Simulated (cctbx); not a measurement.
## B5C2 with cctbx, script by script

Library: cctbx 2025.11. The data are simulated by the first script.

## 1. Simulate the data

run.py:

```python
from cctbx import adptbx, crystal, miller, sgtbx, xray
from cctbx.array_family import flex
from iotbx.shelx import hklf
from scitbx import matrix
import scitbx.random

cs = crystal.symmetry(unit_cell=(2.263, 2.263, 40.139, 90, 90, 120), space_group_symbol='Hall: -R 3 2"')  # R-3m
atoms = [  # label, site, U (iso, or U11 U22 U33 U12 U13 U23 in A^2), occupancy
    ("C1", (2/3, 1/3, 0.9225), (0.0308, 0.0308, 0.0256, 0.0154, 0.0000, 0.0000), 1),
    ("C2", (0, 0, 0.9821), (0.0409, 0.0409, 0.0409, 0.0205, 0.0000, 0.0000), 1),
    ("B1", (2/3, 1/3, 0.8866), (0.0399, 0.0399, 0.0375, 0.0199, 0.0000, 0.0000), 1),
    ("B2", (0, 0, 0.6962), (0.0440, 0.0440, 0.0496, 0.0220, 0.0000, 0.0000), 1),
    ("B3", (0, 0, 0.7317), (0.0371, 0.0371, 0.0297, 0.0185, 0.0000, 0.0000), 1),
    ("B4", (0, 0, 0.7914), (0.0299, 0.0299, 0.0255, 0.0150, 0.0000, 0.0000), 1),
    ("B5", (0, 0, 0.8279), (0.0366, 0.0366, 0.0304, 0.0183, 0.0000, -0.0000), 1),
]
xs = xray.structure(crystal_symmetry=cs)
for label, site, u, occ in atoms:
    u = adptbx.u_cif_as_u_star(cs.unit_cell(), u) if isinstance(u, tuple) else u
    xs.add_scatterer(xray.scatterer(label, site=site, u=u, occupancy=occ))
xs.set_inelastic_form_factors(0.71073, "sasaki")
xs.show_summary()
p1 = xs.expand_to_p1()
ms = miller.build_set(p1, anomalous_flag=True, d_min=0.7)
flex.set_random_seed(922741)
scitbx.random.set_random_seed(922741)
ms = ms.select(flex.random_double(ms.size()) < 0.7)
i = ms.structure_factors_from_scatterers(p1, algorithm="direct").f_calc().as_intensity_array().data()
i = i * 40000 / flex.max(i)
sig = flex.sqrt(i + flex.pow2(0.06 * i) + 8 ** 2)
noise = scitbx.random.variate(scitbx.random.normal_distribution())(i.size())
data = ms.array(data=i + sig * noise, sigmas=sig).set_observation_type_xray_intensity()
with open("data.hkl", "w") as f:
    data.export_as_shelx_hklf(f)
print("reflections written:", data.size(), " <I/sigma> = %.1f" % flex.mean(data.data() / data.sigmas()))
for h, a, b in list(data.sort("data"))[:12]:
    print("%4d%4d%4d %9.1f %7.1f" % (h + (a, b)))
```

```console
$ python run.py
```

```text
Number of scatterers: 7
At special positions: 7
Unit cell: (2.263, 2.263, 40.139, 90, 90, 120)
Space group: R -3 m :H (No. 166)
reflections written: 1527  <I/sigma> = 2.4
   0   0  21   40252.4  2408.3
   2  -1   0   19649.9  1084.1
  -1  -1   0   18039.7  1084.1
  -2   1   0   17790.0  1084.1
   1   1   0   17623.7  1084.1
  -1   2   0   16843.4  1084.1
   0  -1   7   13323.4   755.2
   0   1  -7   11687.3   755.2
   1  -1  -7   11404.6   755.2
   1   0  -5    9513.1   528.5
   0   1   5    9368.3   528.5
  -1   0   5    9125.4   528.5
```

Run time: 0.21 s on 1 thread of Arm Neoverse V2, on a shared host, peak memory 0.07 GiB.

## 2. Refinement (right model, isotropic)

run.py:

```python
import math
from cctbx import adptbx, crystal, maptbx, sgtbx, xray
from cctbx.array_family import flex
from cctbx.xray import observations
from iotbx.shelx import hklf
from scitbx.lstbx import normal_eqns_solving
from smtbx import absolute_structure, utils
from smtbx.refinement import constraints, least_squares

cs = crystal.symmetry(unit_cell=(2.263, 2.263, 40.139, 90, 90, 120), space_group_symbol='Hall: -R 3 2"')  # R-3m
atoms = [  # label, site, U (iso, or U11 U22 U33 U12 U13 U23 in A^2), occupancy
    ("C1", (2/3, 1/3, 0.9226), 0.0200, 1),
    ("C2", (0, 0, 0.983), 0.0200, 1),
    ("B1", (2/3, 1/3, 0.8854), 0.0200, 1),
    ("B2", (0, 0, 0.6967), 0.0200, 1),
    ("B3", (0, 0, 0.7306), 0.0200, 1),
    ("B4", (0, 0, 0.7907), 0.0200, 1),
    ("B5", (0, 0, 0.8274), 0.0200, 1),
]
xs = xray.structure(crystal_symmetry=cs)
for label, site, u, occ in atoms:
    u = adptbx.u_cif_as_u_star(cs.unit_cell(), u) if isinstance(u, tuple) else u
    xs.add_scatterer(xray.scatterer(label, site=site, u=u, occupancy=occ))
xs.set_inelastic_form_factors(0.71073, "sasaki")
raw = hklf.reader(file_name="data.hkl").as_miller_arrays(crystal_symmetry=cs, anomalous=True)[0]
merged = raw.eliminate_sys_absent().merge_equivalents()
fo2 = merged.array().set_observation_type_xray_intensity()
print("Rint %.3f, %d unique reflections to %.2f A" % (merged.r_int(), fo2.size(), fo2.d_min()))
for sc in xs.scatterers():
    sc.flags.set_grad_site(True)
    sc.flags.set_grad_u_aniso(sc.flags.use_u_aniso())
    sc.flags.set_grad_u_iso(sc.flags.use_u_iso())
obs = fo2.as_xray_observations()
extra = {}
rep = constraints.reparametrisation(xs, [], utils.connectivity_table(xs), **extra)
ls = least_squares.crystallographic_ls(obs, rep, weighting_scheme=least_squares.mainstream_shelx_weighting(a=0, b=0))
print("cycle     R1     wR2    GooF  max shift (A)")
for cycle in range(8):
    ls.build_up()
    r1, wr2, goof = ls.r1_factor(cutoff_factor=2)[0], ls.wR2(), ls.goof()
    old = xs.sites_cart()
    normal_eqns_solving.levenberg_marquardt_iterations(ls, n_max_iterations=3, tau=1e-06, step_threshold=1e-7)
    big = flex.max((xs.sites_cart() - old).norms())
    print("%4d %7.4f %7.4f %7.3f %9.5f" % (cycle + 1, r1, wr2, goof, big))
    ls.build_up(objective_only=True)
    if abs(ls.wR2() - wr2) < 5e-5 and big < 5e-4:
        break
ls.build_up()
print("final R1 %.4f wR2 %.4f GooF %.3f  parameters %d  data/parameter %.1f" % (ls.r1_factor(cutoff_factor=2)[0], ls.wR2(), ls.goof(), ls.n_parameters, fo2.size() / ls.n_parameters))
cov = ls.covariance_matrix_and_annotations()
su = dict(zip(cov.annotations, (math.sqrt(max(v, 0)) for v in cov.matrix.matrix_packed_u_diagonal())))
a2 = cs.unit_cell().reciprocal_parameters()[0] ** -2
print("atom        x        y        z      Ueq    occ   su(xyz)  su(Uiso or U11)")
for sc in xs.scatterers():
    s = max(su.get(sc.label + k, 0) for k in (".x", ".y", ".z"))
    npd = "" if sc.is_positive_definite_u(cs.unit_cell()) else "  NPD"
    print("%-5s %8.5f %8.5f %8.5f %8.4f %6.3f %8.5f %7.4f%s" % ((sc.label,) + sc.site + (sc.u_iso_or_equiv(cs.unit_cell()), sc.occupancy, s, su.get(sc.label + ".uiso", su.get(sc.label + ".u11", 0) * a2), npd)))
fo = fo2.f_sq_as_f()
fc = fo.structure_factors_from_scatterers(xs, algorithm="direct").f_calc()
diff = fo.f_obs_minus_f_calc(1 / math.sqrt(ls.scale_factor()), fc).average_bijvoet_mates()
m = diff.fft_map(symmetry_flags=maptbx.use_space_group_symmetry, resolution_factor=0.25).apply_volume_scaling()
print("difference map: max %.2f min %.2f rms %.2f" % (m.statistics().max(), m.statistics().min(), m.statistics().sigma()))
peaks = m.peak_search(parameters=maptbx.peak_search_parameters(min_distance_sym_equiv=0.6, max_clusters=6)).all()
near = xs.closest_distances(peaks.sites(), distance_cutoff=4)
sps = cs.special_position_settings(min_distance_sym_equiv=0.5)
for k, (x, h) in enumerate(zip(peaks.sites(), peaks.heights())):
    ss = sps.site_symmetry(x)
    print("Q%-3d %7.4f %7.4f %7.4f %4d %7.2f  %.2f A from %s" % ((k + 1,) + tuple(t % 1 for t in ss.exact_site()) + (ss.multiplicity(), h, near.smallest_distances[k], xs.scatterers()[near.i_seqs[k]].label)))
```

```console
$ python run.py
```

```text
Rint 0.048, 109 unique reflections to 0.70 A
cycle     R1     wR2    GooF  max shift (A)
   1  0.2723  0.5099  10.069   0.04769
   2  0.0309  0.0854   1.686   0.00062
   3  0.0309  0.0854   1.685   0.00000
final R1 0.0309 wR2 0.0854 GooF 1.685  parameters 14  data/parameter 7.8
atom        x        y        z      Ueq    occ   su(xyz)  su(Uiso or U11)
C1     0.66667  0.33333  0.92255   0.0297  1.000  0.00005  0.0005
C2     0.00000  0.00000  0.98214   0.0413  1.000  0.00005  0.0006
B1     0.66667  0.33333  0.88660   0.0394  1.000  0.00006  0.0006
B2     0.00000  0.00000  0.69615   0.0461  1.000  0.00007  0.0007
B3     0.00000  0.00000  0.73172   0.0357  1.000  0.00006  0.0006
B4     0.00000  0.00000  0.79136   0.0288  1.000  0.00005  0.0005
B5     0.00000  0.00000  0.82796   0.0357  1.000  0.00006  0.0006
difference map: max 0.14 min -0.27 rms 0.04
Q1    0.0000  0.0000  0.2933    6    0.14  0.42 A from B2
Q2    0.0000  0.0000  0.0538    6    0.14  1.38 A from B3
Q3    0.0677  0.5339  0.3992   18    0.13  0.52 A from B3
Q4    0.0000  0.0000  0.0804    6    0.12  1.31 A from C1
Q5    0.1124  0.5562  0.8402   18    0.12  0.44 A from B5
Q6    0.1008  0.2017  0.7915   18    0.12  0.40 A from B4
```

Time: 0.37 s.

## 3. Refinement (right model, anisotropic)

run.py, as its changes from the last script of this kind:

```diff
@@ -12,7 +12,7 @@
-    ("C1", (2/3, 1/3, 0.9226), 0.0200, 1),
-    ("C2", (0, 0, 0.983), 0.0200, 1),
-    ("B1", (2/3, 1/3, 0.8854), 0.0200, 1),
-    ("B2", (0, 0, 0.6967), 0.0200, 1),
-    ("B3", (0, 0, 0.7306), 0.0200, 1),
-    ("B4", (0, 0, 0.7907), 0.0200, 1),
-    ("B5", (0, 0, 0.8274), 0.0200, 1),
+    ("C1", (2/3, 1/3, 0.92255), 0.0297, 1),
+    ("C2", (0, 0, 0.98214), 0.0413, 1),
+    ("B1", (2/3, 1/3, 0.8866), 0.0394, 1),
+    ("B2", (0, 0, 0.69615), 0.0461, 1),
+    ("B3", (0, 0, 0.73172), 0.0357, 1),
+    ("B4", (0, 0, 0.79136), 0.0288, 1),
+    ("B5", (0, 0, 0.82796), 0.0357, 1),
@@ -24,0 +25 @@
+xs.convert_to_anisotropic()
```

```console
$ python run.py
```

```text
Rint 0.048, 109 unique reflections to 0.70 A
cycle     R1     wR2    GooF  max shift (A)
   1  0.0309  0.0854   1.751   0.00316
   2  0.0150  0.0426   0.874   0.00000
final R1 0.0150 wR2 0.0426 GooF 0.874  parameters 21  data/parameter 5.2
atom        x        y        z      Ueq    occ   su(xyz)  su(Uiso or U11)
C1     0.66667  0.33333  0.92252   0.0293  1.000  0.00002  0.0003
C2     0.00000  0.00000  0.98210   0.0414  1.000  0.00003  0.0004
B1     0.66667  0.33333  0.88664   0.0395  1.000  0.00003  0.0005
B2     0.00000  0.00000  0.69618   0.0460  1.000  0.00004  0.0005
B3     0.00000  0.00000  0.73172   0.0354  1.000  0.00003  0.0004
B4     0.00000  0.00000  0.79138   0.0285  1.000  0.00002  0.0004
B5     0.00000  0.00000  0.82788   0.0353  1.000  0.00003  0.0005
difference map: max 0.11 min -0.11 rms 0.02
Q1    0.0000  0.0000  0.0822    6    0.11  1.32 A from C1
Q2    0.0000  0.0000  0.3464    6    0.11  1.32 A from C2
Q3    0.0000  0.0000  0.1790    6    0.08  0.28 A from B5
Q4    0.0000  0.0000  0.1534    6    0.08  0.75 A from B5
Q5    0.0000  0.0000  0.0505    6    0.08  1.31 A from C2
Q6    0.9711  0.4855  0.4039   18    0.07  0.74 A from B3
```

Time: 0.32 s.

## 4. Refinement

run.py, as its changes from the last script of this kind:

```diff
@@ -15,4 +15,4 @@
-    ("B2", (0, 0, 0.69615), 0.0461, 1),
-    ("B3", (0, 0, 0.73172), 0.0357, 1),
-    ("B4", (0, 0, 0.79136), 0.0288, 1),
-    ("B5", (0, 0, 0.82796), 0.0357, 1),
+    ("Al1", (0, 0, 0.69615), 0.0461, 1),
+    ("B2", (0, 0, 0.73172), 0.0357, 1),
+    ("B3", (0, 0, 0.79136), 0.0288, 1),
+    ("B4", (0, 0, 0.82796), 0.0357, 1),
@@ -39 +39 @@
-for cycle in range(8):
+for cycle in range(12):
```

```console
$ python run.py
```

```text
Rint 0.048, 109 unique reflections to 0.70 A
cycle     R1     wR2    GooF  max shift (A)
   1  0.7472  0.9440  19.366   0.00000
final R1 0.7472 wR2 0.9440 GooF 19.366  parameters 21  data/parameter 5.2
atom        x        y        z      Ueq    occ   su(xyz)  su(Uiso or U11)
C1     0.66667  0.33333  0.92255   0.0297  1.000  0.00867  0.0939
C2     0.00000  0.00000  0.98214   0.0413  1.000  0.00924  0.1405
B1     0.66667  0.33333  0.88660   0.0394  1.000  0.00831  0.1335
Al1    0.00000  0.00000  0.69615   0.0461  1.000  0.00310  0.0340
B2     0.00000  0.00000  0.73172   0.0357  1.000  0.00663  0.1175
B3     0.00000  0.00000  0.79136   0.0288  1.000  0.00674  0.1126
B4     0.00000  0.00000  0.82796   0.0357  1.000  0.00881  0.1024
difference map: max 46.19 min -16.28 rms 6.69
Q1    0.0000  0.0000  0.3038    6   46.24  0.00 A from Al1
Q2    0.0000  0.0000  0.4105    6   35.50  0.01 A from C1
Q3    0.0000  0.0000  0.4463    6   34.43  0.02 A from B1
Q4    0.0000  0.0000  0.2088    6   32.74  0.01 A from B3
Q5    0.0000  0.0000  0.1716    6   31.66  0.02 A from B4
Q6    0.0000  0.0000  0.0180    6   31.61  0.01 A from C2
```

Time: 0.32 s.

This run holds a fault made on purpose: wrong element: Al1 is B.

## 5. Refinement

run.py, as its changes from the last script of this kind:

```diff
@@ -15 +14,0 @@
-    ("Al1", (0, 0, 0.69615), 0.0461, 1),
```

```console
$ python run.py
```

```text
Rint 0.048, 109 unique reflections to 0.70 A
cycle     R1     wR2    GooF  max shift (A)
   1  0.6146  0.8983  18.123   0.02961
   2  0.4698  0.7325  14.777   0.01118
   3  0.4700  0.7315  14.758   0.00603
   4  0.4695  0.7313  14.753   0.00272
   5  0.4692  0.7312  14.752   0.00096
   6  0.4691  0.7312  14.752   0.00032
final R1 0.4691 wR2 0.7312 GooF 14.752  parameters 18  data/parameter 6.1
atom        x        y        z      Ueq    occ   su(xyz)  su(Uiso or U11)
C1     0.66667  0.33333  0.92193   0.0034  1.000  0.00064  0.0067
C2     0.00000  0.00000  0.98091   0.0095  1.000  0.00084  0.0075
B1     0.66667  0.33333  0.88621   0.0013  1.000  0.00060  0.0092  NPD
B2     0.00000  0.00000  0.73180   0.0096  1.000  0.00069  0.0093  NPD
B3     0.00000  0.00000  0.79190   0.0044  1.000  0.00060  0.0093  NPD
B4     0.00000  0.00000  0.82777   0.0101  1.000  0.00072  0.0112  NPD
difference map: max 15.97 min -4.54 rms 2.38
Q1    0.0000  0.0000  0.3039    6   15.97  1.37 A from C2
Q2    0.0000  0.0000  0.4104    6   14.02  0.04 A from C1
Q3    0.0000  0.0000  0.0177    6   12.44  0.06 A from C2
Q4    0.0000  0.0000  0.2088    6    9.72  0.03 A from B3
Q5    0.0000  0.0000  0.4460    6    9.58  0.04 A from B1
Q6    0.0000  0.0000  0.1735    6    8.75  0.05 A from B4
```

Time: 0.53 s.

This run holds a fault made on purpose: atom left out: B2.

## 6. Refinement

run.py, as its changes from the last script of this kind:

```diff
@@ -12,6 +12,7 @@
-    ("C1", (2/3, 1/3, 0.92255), 0.0297, 1),
-    ("C2", (0, 0, 0.98214), 0.0413, 1),
-    ("B1", (2/3, 1/3, 0.8866), 0.0394, 1),
-    ("B2", (0, 0, 0.73172), 0.0357, 1),
-    ("B3", (0, 0, 0.79136), 0.0288, 1),
-    ("B4", (0, 0, 0.82796), 0.0357, 1),
+    ("C1", (2/3, 1/3, 0.9167), 0.0200, 1),
+    ("C2", (0, 0, 0.9821), 0.0200, 1),
+    ("B1", (2/3, 1/3, 0.893), 0.0200, 1),
+    ("B2", (0, 0, 0.6976), 0.0200, 1),
+    ("B3", (0, 0, 0.7446), 0.0200, 1),
+    ("B4", (0, 0, 0.7937), 0.0200, 1),
+    ("B5", (0, 0, 0.8344), 0.0200, 1),
@@ -24 +24,0 @@
-xs.convert_to_anisotropic()
@@ -38 +38 @@
-for cycle in range(12):
+for cycle in range(10):
@@ -42 +42 @@
-    normal_eqns_solving.levenberg_marquardt_iterations(ls, n_max_iterations=3, tau=1e-06, step_threshold=1e-7)
+    normal_eqns_solving.levenberg_marquardt_iterations(ls, n_max_iterations=3, tau=0.0001, step_threshold=1e-7)
```

```console
$ python run.py
```

```text
Rint 0.048, 109 unique reflections to 0.70 A
cycle     R1     wR2    GooF  max shift (A)
   1  0.8367  0.9715  19.182   0.37887
   2  0.2785  0.5970  11.787   0.14140
   3  0.0339  0.0943   1.862   0.00625
   4  0.0309  0.0854   1.685   0.00005
final R1 0.0309 wR2 0.0854 GooF 1.685  parameters 14  data/parameter 7.8
atom        x        y        z      Ueq    occ   su(xyz)  su(Uiso or U11)
C1     0.66667  0.33333  0.92255   0.0297  1.000  0.00005  0.0005
C2     0.00000  0.00000  0.98214   0.0413  1.000  0.00005  0.0006
B1     0.66667  0.33333  0.88660   0.0394  1.000  0.00006  0.0006
B2     0.00000  0.00000  0.69615   0.0461  1.000  0.00007  0.0007
B3     0.00000  0.00000  0.73172   0.0357  1.000  0.00006  0.0006
B4     0.00000  0.00000  0.79136   0.0288  1.000  0.00005  0.0005
B5     0.00000  0.00000  0.82796   0.0357  1.000  0.00006  0.0006
difference map: max 0.14 min -0.27 rms 0.04
Q1    0.0000  0.0000  0.2933    6    0.14  0.42 A from B2
Q2    0.0000  0.0000  0.0538    6    0.14  1.38 A from B3
Q3    0.0677  0.5339  0.3992   18    0.13  0.52 A from B3
Q4    0.0000  0.0000  0.0804    6    0.12  1.31 A from C1
Q5    0.1124  0.5562  0.8402   18    0.12  0.44 A from B5
Q6    0.1008  0.2017  0.7915   18    0.12  0.40 A from B4
```

Run time: 0.45 s on 1 thread of Arm Neoverse V2, with other jobs on the host, peak memory 0.09 GiB.

This run holds a fault made on purpose: start far from the minimum.

[Logs are printed without paths, hosts, clocks, repeated set-up lines and the standing remarks that a program may print on its own settings, such as how far it seeks lower states.]
